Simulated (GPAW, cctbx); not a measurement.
# Bonding in Na2NiSnS4 as X-rays see it

Aim: compute the bonding part of the density of Na2NiSnS4, find which reflections carry it, and see how it biases an ordinary refinement.

The cell comes from substitution in a known structure type and wasn't matched to any measured phase. All numbers below are calculated.

## 1. Find the equilibrium geometry

The density hangs on the geometry, so cell and atoms are relaxed first, with the symmetry held. The cutoff is set higher than for the density because stress converges slowly with plane waves.

Settings: GPAW 26.7.0, PBE, 570 eV, 3×3×3 k-points, Fermi–Dirac width 0.05 eV, spin-polarised, BFGS to 0.03 eV/Å.

```text
cell
1.0
     5.081000000    0.000000000    0.000000000
     0.000000000    5.081000000    0.000000000
    -2.540500000   -2.540500000    5.645500000
Sn Ni S Na
1 1 4 2
Direct
0.000000000 0.000000000 0.000000000
0.250000000 0.750000000 0.500000000
0.227000000 0.227000000 0.454000000
0.996000000 0.496000000 0.992000000
0.773000000 0.773000000 0.546000000
0.504000000 0.004000000 0.008000000
0.500000000 0.500000000 0.000000000
0.750000000 0.250000000 0.500000000
```

```console
$ OMP_NUM_THREADS=1 mpirun -n 4 gpaw python run.py > gpaw.log
```

```text
BFGS:    0      -33.480811        1.143731
BFGS:    1      -33.548138        1.151383
BFGS:    2      -34.118000        1.184486
BFGS:    3      -34.587385        1.069005
...
BFGS:   20      -35.057472        0.053596
BFGS:   21      -35.057997        0.031578
BFGS:   22      -35.058041        0.005057
cell  5.3578 5.3578 6.6283  113.84 113.84 90.00
volume 156.130 A^3, largest force 0.003 eV/A, largest stress 0.04 GPa
```

After 22 steps the volume has changed by +7.1 % and the energy by -1.577 eV; the largest stress left is 0.04 GPa. It took 7.9 min on 4 cores of Arm Neoverse V2 (shared host), peak memory 1.9 GiB.

Relaxed structure: I-4m2 (no. 119), a = 5.3578 Å, b = 5.3578 Å, c = 10.8778 Å, α = 90.00°, β = 90.00°, γ = 90.00°.

| atom | mult. | x | y | z |
| --- | --- | --- | --- | --- |
| Sn1 | 2 | 0 | 0 | 0 |
| Ni1 | 2 | 1/2 | 0 | 1/4 |
| S1 | 4 | 0 | 0 | 0.2314 |
| S2 | 4 | 1/2 | 0 | 0.0440 |
| Na1 | 2 | 1/2 | 1/2 | 0 |
| Na2 | 2 | 0 | 1/2 | 1/4 |

## 2. The all-electron density

X-rays see the whole electron density, so the PAW density is rebuilt with its core regions. Subtracting spherical free atoms from the same code cancels the cores and leaves the deformation density Δρ, the part due to bonding.

Settings: PBE, 450 eV, 4×4×4 k-points, Fermi–Dirac width 0.05 eV, spin-polarised; primitive cell of 8 atoms.

```console
$ OMP_NUM_THREADS=1 mpirun -n 4 gpaw python run.py > gpaw.log
```

```text
|iter:   1|       0s |  -36.221741 | +0.09 |       |  +1.5024|
|iter:   2|       3s |  -35.609085 | -1.21 | -1.09 |  +1.4598|
|iter:   3|       5s |  -34.932057 | -1.74 | -1.16 |  +1.3414|
...
|iter:  11|      28s |  -34.886699c| -6.11 | -3.70 |  +0.8185|
|iter:  12|      31s |  -34.886669c| -6.68 | -4.08c|  +0.8152|
|iter:  13|      34s |  -34.886662c| -7.51c| -4.49c|  +0.8140|
```

```text
gpts.py:43: UserWarning: Initial realspace grid (27,27,35) inconsistent with symmetries.
gpts.py:43: UserWarning: Initial realspace grid (27,27,35) inconsistent with symmetries.
gpts.py:43: UserWarning: Initial realspace grid (27,27,35) inconsistent with symmetries.
gpts.py:43: UserWarning: Initial realspace grid (27,27,35) inconsistent with symmetries.
gpts.py:70: UserWarning: Using symmetrized grid: (35,35,35).
gpts.py:70: UserWarning: Using symmetrized grid: (35,35,35).
gpts.py:70: UserWarning: Using symmetrized grid: (35,35,35).
gpts.py:70: UserWarning: Using symmetrized grid: (35,35,35).
grid (70, 70, 70)  electrons 164.000  moved by bonding 1.671 e
deformation density beyond 0.5 A of the nuclei: max 0.471, min -0.601 e/A^3
atom        x       y       z   Voronoi charge  moment
Sn1    0.0000  0.0000  0.0000      0.428       0.01
Ni2    0.7500  0.2500  0.5000      0.024       0.56
S 3    0.2313  0.2313  0.4627     -0.206       0.06
S 4    0.5440  0.0440  0.0879     -0.227       0.00
S 5    0.7687  0.7687  0.5373     -0.206       0.06
S 6    0.9560  0.4560  0.9121     -0.227       0.00
Na7    0.5000  0.5000  0.0000      0.195       0.00
Na8    0.2500  0.7500  0.5000      0.219      -0.00
mean inner potential of superposed free atoms 14.520 V
total magnetic moment 0.814 muB
```

Deformation density in a plane through the shortest contact of the Ni atom at the origin, in 0.01 e/Å³ (clipped at ±99); x from -1.6 to 3.8 Å, y from 2.4 down to -2.4 Å:

```text
  4   8   0   .   .  -4  -1   0  -1  -2  -1   .   .  -1  -1  -1
  0   2  -1  -5  -3   0   0   0  -1  -1  -2  -1  -1  -1  -2  -2
 -1  -1   0   1   3   2   1   0  -1   0   0   1   0  -1  -1  -1
 -1  -1   0   0   1   0  -1  -1   0   2   4   5   4   2   0  -1
 -1   1   0  -2  -8  -7  -2   0   3   4   7  10   8   3   0  -1
  1   7   1   6   .   9   1   3   8   4   0   .   3   1   0  -1
  6  12  -3 -73   .   . -47   2  12   4   .   .  -6  -2   0  -1
  1   7   1   6   .  11   1   3   8   4   0   .   3   1   0  -1
 -1   1   0  -2  -8  -7  -2   0   3   4   7  11   8   3   0  -1
 -1  -1   0   0   1   0  -1  -1   0   2   4   5   4   2   0  -1
 -2  -1   0   1   3   2   1   0  -1   0   0   1   0  -1  -1  -1
  0   2  -1  -5  -3   0   0   0  -1  -1  -2  -1  -1  -1  -2  -2
  4   8   0   .   .  -4  -1   0  -1  -2  -1   .   .  -1  -1  -1
```

Atoms in or within 0.15 Å of the plane: Ni (0.0, 0.0), S (2.2, 0.0) Å. Dots mark points within about 0.45 Å of a nucleus; large values next to them are atomic features.

S gains most (-0.22 e) and Sn loses most (+0.43 e), in averages over each element's sites; S is the most electronegative element, but the order of the others doesn't follow electronegativity. Such charges fall far short of formal ones, since overlapping free atoms already put density on their neighbours. Along the shortest contact from the Ni atom at the map's origin, Ni–S at 2.24 Å, Δρ is +0.10 e/Å³ at the midpoint and highest, +0.12, 1.33 Å from Ni (points within 0.5 Å of a nucleus left out): a bond charge, the mark of covalency, pulled towards S. At the midpoints of other shortest contacts it is +0.09 (Sn–S, 2.52 Å), +0.04 (S–Na, 2.69 Å) and -0.01 (S–S, 3.37 Å) e/Å³. Point values carry grid noise of about 0.01 e/Å³. The cell's moment is 0.81 μB; the largest inside an atomic sphere is 0.56 μB. The run needed 13 iterations, 45 s.

## 3. Structure factors

The Fourier components of Δρ, added to those of the free atoms, give the static X-ray structure factors; the Mott–Bethe relation turns them into the Fourier components V of the potential that fast electrons feel.

```text
static structure factors of the conventional cell: F in electrons, V (Mott-Bethe) in volts
   h  k  l      d  |F| table  |F| free   |F| DFT   change   |V| free  |V| DFT  change %
   0  0  2  5.4389    34.468    34.434    33.890   -0.544     0.780    1.016     30.3
   1  0  1  4.8064    92.432    92.460    92.481    0.022     2.485    2.473     -0.5
   1  1  0  3.7885    39.564    39.579    39.115   -0.464     0.932    1.029     10.5
   1  1  2  3.1087    78.601    78.419    77.423   -0.996     0.688    0.829     20.5
   1  0  3  3.0029    50.797    50.836    50.324   -0.512     1.144    1.160      1.4
   0  0  4  2.7195   224.229   224.120   225.353    1.233     6.701    6.567     -2.0
   2  0  0  2.6789   253.354   253.281   254.001    0.720     7.871    7.795     -1.0
   2  0  2  2.4032    30.647    30.808    30.609   -0.199     0.460    0.477      3.8
   2  1  1  2.3400    78.058    78.070    78.531    0.461     1.752    1.713     -2.2
   1  1  4  2.2092    53.635    53.869    53.509   -0.360     1.324    1.349      1.9
   1  0  5  2.0157   104.408   104.430   104.339   -0.091     2.681    2.686      0.2
   2  1  3  1.9990    46.141    46.183    46.148   -0.035     0.796    0.810      1.8
   2  0  4  1.9084   195.357   195.013   194.837   -0.176     4.856    4.866      0.2
   2  2  0  1.8943   220.121   219.821   219.479   -0.342     5.698    5.716      0.3
```

The largest X-ray change is +1.23 e on 004, 0.6 % of |F|. For electrons V goes as (Z − F)/g², so a change of F counts against Z − F, which is small at low angle and wherever the atoms' terms cancel: |V| of 002 moves by +30.3 % (0.78 to 1.02 V) against -1.6 % in |F|. The tabulated Hartree–Fock atoms differ from the free DFT atoms by up to 0.34 e, so the choice of reference atom matters too.

## 4. Which functional?

The same geometry is run with other functionals, to see whether the bonding signal is larger than the spread between approximations. Free atoms are LDA for LDA and PBE otherwise. Any other changed setting is in the row's label.

```
 run  ΔF 004 (e)  ΔF 112 (e)  ΔF 200 (e)  q(S) (e)  moved (e)  time
 PBE      +1.233      -0.996      +0.720    -0.216      1.671  45 s
 LDA      +1.117      -0.850      +0.607    -0.190      1.547  45 s
RPBE      +1.313      -1.071      +0.784    -0.236      1.793  46 s
```

At the base's settings ΔF(004) spans +1.117 to +1.313 e, a spread of 16 % of the PBE value; over the three listed reflections the spread is at most 25 %, so sign and size hold across the functionals. The magnetic state differs between the runs (cell moments PBE 0.81, LDA 0.68, RPBE 0.86 μB), and that enters the spread. Times are from shared hosts.

## 5. Refining ordinary atoms against data with bonding

Routine crystallography fits spherical atoms. To see the bias, intensities are simulated from tabulated atoms plus the DFT change ΔF, so that bonding alone can misfit (5220 reflections of the full sphere, merged to the counts below, to 0.5 Å, 1.5 % proportional noise plus counting noise, assumed isotropic U as listed, Δρ smeared by the mean U) and refined with cctbx over different ranges.

```csv
range,data,R1,GooF,U Sn1 (true 0.0047),U Ni1 (true 0.0059),U S1 (true 0.007),U S2 (true 0.007),largest shift (Å),"Δρ max, min (e/Å³)"
all data,750,0.0055,1.05,0.0047,0.0059,0.0070,0.0070,0.0003,"0.20, -0.29"
"low resolution, d > 0.84",171,0.0046,1.14,0.0047,0.0060,0.0069,0.0071,0.0004,"0.12, -0.11"
"high order, d < 0.75",512,0.0062,1.03,0.0047,0.0059,0.0070,0.0070,0.0005,"0.14, -0.24"
"occupancies free, d > 0.7",290,0.0046,1.05,0.0047,0.0061,0.0070,0.0069,0.0000,"0.15, -0.12"
```

With all data GooF is 1.05, so at this noise the bonding hardly shows; the top residual peak, near noise level, lies 0.43 Å from Ni and 1.96 Å from S. No U is off by more than 3 s.u. at low resolution. With Sn1 held at 1 and the scale free, the other occupancies refine to Ni1 1.002(0.004), S1 1.003(0.002), S2 0.998(0.003) and Na1 0.996(0.005), within three s.u. of full.

## 6. Answer

Bonding moves 1.67 e in the primitive cell of Na2NiSnS4 and changes the structure factors of the conventional cell in the table above by at most 1.23 e (004, 0.6 %), and among reflections above 2 % of the strongest by up to 1.6 % (002). The shortest bond, Ni–S, has Δρ = +0.10 e/Å³ at its midpoint, a covalent bond charge. At the base's settings ΔF(004) spans +1.117 to +1.313 e, a spread of 16 % of the PBE value; over the three listed reflections the spread is at most 25 %, so sign and size hold across the functionals. With all data GooF is 1.05, so at this noise the bonding hardly shows. Limits: static density, frozen cores, no spin–orbit coupling; a ferromagnetic start is the only order tried, and the real ground state may be antiferromagnetic or insulating; no Hubbard U on Ni.

[Outputs are excerpts: Python notices, other lines and further rows are left out; steps that failed or that the build refused (PBEsol, TPSS) are not shown.]

[Logs are printed without paths, hosts, clocks, repeated set-up lines and the standing remarks that a program may print on its own settings, such as how far it seeks lower states.]
